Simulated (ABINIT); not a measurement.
Records of electronic-structure calculations.

```json
{"subject": "PbO (P4/nmm): G0W0 with ABINIT, start to end", "lattice_ang": [[3.96, 0.0, 0.0], [0.0, 3.96, 0.0], [0.0, 0.0, 5.07]], "atoms": [["Pb", 0.0, 0.5, 0.239], ["Pb", 0.5, 0.0, 0.761], ["O", 0.0, 0.0, 0.0], ["O", 0.5, 0.5, 0.0]], "method": "RPA screening on PBE with spin-orbit coupling, plane waves, norm-conserving pseudopotentials (and 2 further levels or steps)", "program": "ABINIT 10.8.3", "settings": "cutoff 42 Ha, PseudoDojo fully relativistic 0.4 stringent, norm-conserving, potential set dojo-fr-pbe-0.4-stringent, ngkpt (2, 2, 2), nband 132, ecuteps 3.6 Ha, shiftk (0, 0, 0), symchi 1, awtr 1, frequency ppm, 2×2×2 k-mesh", "cost": "5 runs, 13 min in all on 4 MPI ranks of Arm Neoverse V2, shared host", "notes": "The database entry behind the starting cell differs from other determinations of this structure. The program’s warnings: Neglecting <n,k|[Vnl,iqr]|m,k> and nkpt*nsppol () is not a multiple of nproc spkpt ().  Limits: screening head approximate. The 2×2×2 mesh is coarse for this cell, which bears on the long-range parts of exchange and screening.", "results": {"pbe_gap": "1.09 eV, indirect", "g0w0_gap_on_the_mesh": "0.93 eV", "gw_settings": "2×2×2 mesh, 132 bands, screening to 98 eV, Godby-Needs plasmon pole", "known_limits": "short of the basis limit; screening head approximate; coarse k mesh"}}
```

[Long decimals in the printed logs are rounded to 6 places.]

[Logs are printed without paths, hosts, clocks, repeated set-up lines and the standing remarks that a program may print on its own settings, such as how far it seeks lower states.]

[Paths, hosts, dates, memory and timing lines, banners, echoed tables and standing remarks are left out of the program output; an Ansatz launch command may be rebuilt from the run's recorded settings. Measured values are a selection of at most five: reports struck by readers or far from the other reports are left out. None is set beside runs whose start may be inverted or whose files or cutoffs have a known fault.]

[Runs of the session that timed out or met a known fault of the program may be left out.]

[Hosts, paths, dates, database ids (printed as entryN), source tags and the programs' standing remarks are cut or masked in the printed files.]

[G0W0 gaps are taken among the corrected bands and points alone; a level outside them can change the order at an edge.]

[Where Ansatz stands beside ABINIT at settings called matched, ABINIT's density can come from a denser mesh and the files from another edition; pairs whose starting gaps differed by over 0.03 eV were left out, so agreement reads better than it is.]
